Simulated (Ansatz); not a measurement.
# Amorphous C: valence band and core levels, part 3 of 3

How wide do site differences make the core lines of amorphous C?

Ansatz 0.2.0; DFT, PBE, plane-wave PAW, default files, scalar-relativistic.

So far. Step 6 (Valence states): The largest force component on a free atom is 0.012 eV/Å, so the atoms are at rest for these settings too.

## (7) Core holes

XPS shifts tell sites apart. Each chosen atom gets a core hole in a self-consistent pass of its own.

File input.yaml:

```yaml
crystal:
  lattice:
    - [6.1281413518, 0.0, 0.0]
    - [0.0, 6.1281413518, 0.0]
    - [0.0, 0.0, 6.1281413518]
  atoms:
    - { symbol: C_h, position: [0.6183237674, 1.0924455093, 0.0432977259] }
    - { symbol: C_h, position: [1.0285574946, 0.6097421049, 0.2796261518] }
    - { symbol: C_h, position: [0.2963233232, 0.9753128209, 0.312393296] }
    - { symbol: C_h, position: [0.4370353637, 0.960081082, 0.0915500379] }
    - { symbol: C_h, position: [0.8110215079, 0.4818916664, -0.0497962164] }
    - { symbol: C_h, position: [0.3436665283, 0.2435685483, 0.6035221278] }
    - { symbol: C, position: [0.4053605537, 0.6305029404, 0.7666750695] }
    - { symbol: C, position: [0.4745847417, 0.3957448954, 0.7372698375] }
    - { symbol: C, position: [0.6792007521, 0.0595216065, 0.5166259284] }
    - { symbol: C, position: [0.9604830397, 0.8131103441, 0.6597293192] }
    - { symbol: C, position: [0.2369463498, 0.7301468906, 0.366593811] }
    - { symbol: C, position: [0.1919244624, 0.6845546798, 0.6115203443] }
    - { symbol: C, position: [0.7581152416, 0.1345431014, 0.7246406517] }
    - { symbol: C, position: [0.611198139, 0.5612993318, 0.5986921107] }
    - { symbol: C, position: [1.0743549447, 1.1058850163, 0.3655937564] }
    - { symbol: C, position: [0.4562609839, 0.0749362217, 0.4820997367] }
    - { symbol: C, position: [0.8685033264, 1.0055540152, 0.0544196937] }
    - { symbol: C, position: [0.8994643849, -0.0127641186, 0.8148444413] }
    - { symbol: C, position: [0.401663557, 0.6132932987, 0.2522151118] }
    - { symbol: C, position: [0.9871940321, 0.4138812215, 0.1103524701] }
    - { symbol: C, position: [0.8645863704, 0.7976997837, 0.2159936809] }
    - { symbol: C, position: [0.4708512186, 0.7201387953, 0.0356892554] }
    - { symbol: C, position: [0.6947048353, 0.6406054751, 0.1227895251] }
    - { symbol: C, position: [0.8758006995, 0.9303266344, 0.4362710368] }
    - { symbol: C, position: [0.5886826931, 0.5492724276, 0.3442075273] }
    - { symbol: C, position: [0.8410898769, 0.5848257006, -0.3043964605] }
    - { symbol: C, position: [0.6495402357, 0.2898142623, -0.1147494084] }
    - { symbol: C, position: [1.0319029816, 0.4959062598, 0.5462749069] }
    - { symbol: C, position: [0.9881455764, 0.1972865968, 0.1630848902] }
    - { symbol: C, position: [1.1363765856, 0.2788753271, 0.5276708442] }
kpoints:
  mp_grid: { grid: [2, 2, 2] }
scf:
  occupations: { method: fermi_dirac, width: 0.03 }
  n_extra_bands: 23
hamiltonian:
  xc: pbe
  pseudopotentials: { kind: paw }
output:
  forces: true
  core_levels:
    shells: { C_h: "1s" }
    counted_from: conduction_bottom
    add_spin: false
```

Started as:

```
$ ansatz run input.yaml --threads 8 --pin off --max-ram 40960MiB --backend cuda --events-out ev --progress --plain --runs-dir out
```

The job ended after 3.3 s (1 × NVIDIA GB200 with 8 threads of Arm Neoverse V2, shared host; peak memory 1.2 GiB).

Levels are total-energy differences with one electron taken from the core. The electron stays in the lowest empty state, so these are excitation energies, not binding energies. The hole's nearest image is 6.1 Å away, and the holes carry no spin, so absolute levels are rough.

```
atom  region  shell  level (eV)  shift (eV)  potential at nucleus, shift (V)  j lines (eV)  doubts
  C1       -     1s      283.27       -0.41                            +1.00             -       -
  C2       -     1s      284.91       +1.24                            +1.41             -       -
  C3       -     1s      284.91       +1.24                            +1.35             -       -
  C4       -     1s      282.98       -0.69                            +0.16             -       -
  C5       -     1s      285.08       +1.41                            +1.34             -       -
  C6       -     1s      283.67       +0.00                            +0.00             -       -
```

Shifts count from the last listed atom of each element. With the electron kept in the cell, its attraction to the hole differs by site and enters these shifts. A higher potential at the nucleus binds core electrons more tightly, so that column is a rough initial-state shift.

The intensity has structure finer than the step of the table below, so its rows give means over 0.2 eV, whole bins alone (the curve runs from 281 to 287 eV). Peaks (eV: height): 283.23: 44.9, 283.68: 40.5, 284.96: 100.

The C 1s lines of the listed atoms alone (other atoms of the cell aren't counted), as Gaussians 0.3 eV wide, no depth weighting. Intensity against C 1s level; means over each step:

```
C 1s level (eV)  intensity (%)
          282.4        0.00543
          282.6          0.885
          282.8           16.1
          283.0           42.2
          283.2           43.8
          283.4           29.2
          283.6           34.0
          283.8           24.5
          284.0           2.46
          284.2         0.0282
          284.4         0.0904
          284.6           6.57
          284.8           59.0
          285.0           90.1
          285.2           34.5
          285.4           2.96
          285.6         0.0358
          285.8              0
```

At this level the gap is 0.59 eV on the k-mesh of the self-consistent run, which can miss the band edges.

## (8) Outcome

| Item | Value |
| --- | --- |
| strongest listed peak within 13 eV of the zero, at 1486.7 eV | 10.1 eV binding, mostly C 2s |
| strongest listed peak within 13 eV of the zero, at 21.2 eV | 5.4 eV binding, mostly C 2p |
| spread of the C level over the listed sites | 2.10 eV |

**Reading.** Over the listed sites the core levels spread as follows: C 2.10 eV. Among the sites run, the most bound C 1s level is that of C5, bonded to 4 C; the least bound, 2.10 eV shallower, that of C4, bonded to 3 C. These are excitation energies with the electron kept in the cell, so its attraction to the hole, which differs by site, enters the order. At 21.2 eV the valence spectrum has its highest listed peaks within 10.8 eV at 4.5 eV (C 2p) and 5.4 eV (C 2p). At 1486.7 eV the valence spectrum has its highest listed peaks within 22.2 eV at 10.1 eV (C 2s), 13.5 eV (C 2s), 14.6 eV (C 2s), 15.6 eV (C 2s) and 17.6 eV (C 2s). The shell named is the one with most of the intensity, cross sections included, not always the one with most states there. In the main run, from 1486.7 eV towards hard X-rays the C 2s share grows by 9 points, as its cross section falls more slowly with photon energy than those of the shells it gains on. The spectra rest on a 2×2×2 mesh, so closely spaced maxima can be ripples of the mesh. The dynamics last under a picosecond in a cell of a few dozen atoms, so the model holds more coordination defects than a real glass, and only a few sites got holes.

[Logs are printed without paths, hosts, clocks, repeated set-up lines and the standing remarks that a program may print on its own settings, such as how far it seeks lower states.]

[Hosts, paths, dates, database ids (printed as entryN), source tags and the programs' standing remarks are cut or masked in the printed files.]

[Maps of the electrostatic potential energy from Ansatz leave out the sawtooth potential of an applied field or a dipole correction, so their vacuum need not be flat; work functions include it.]
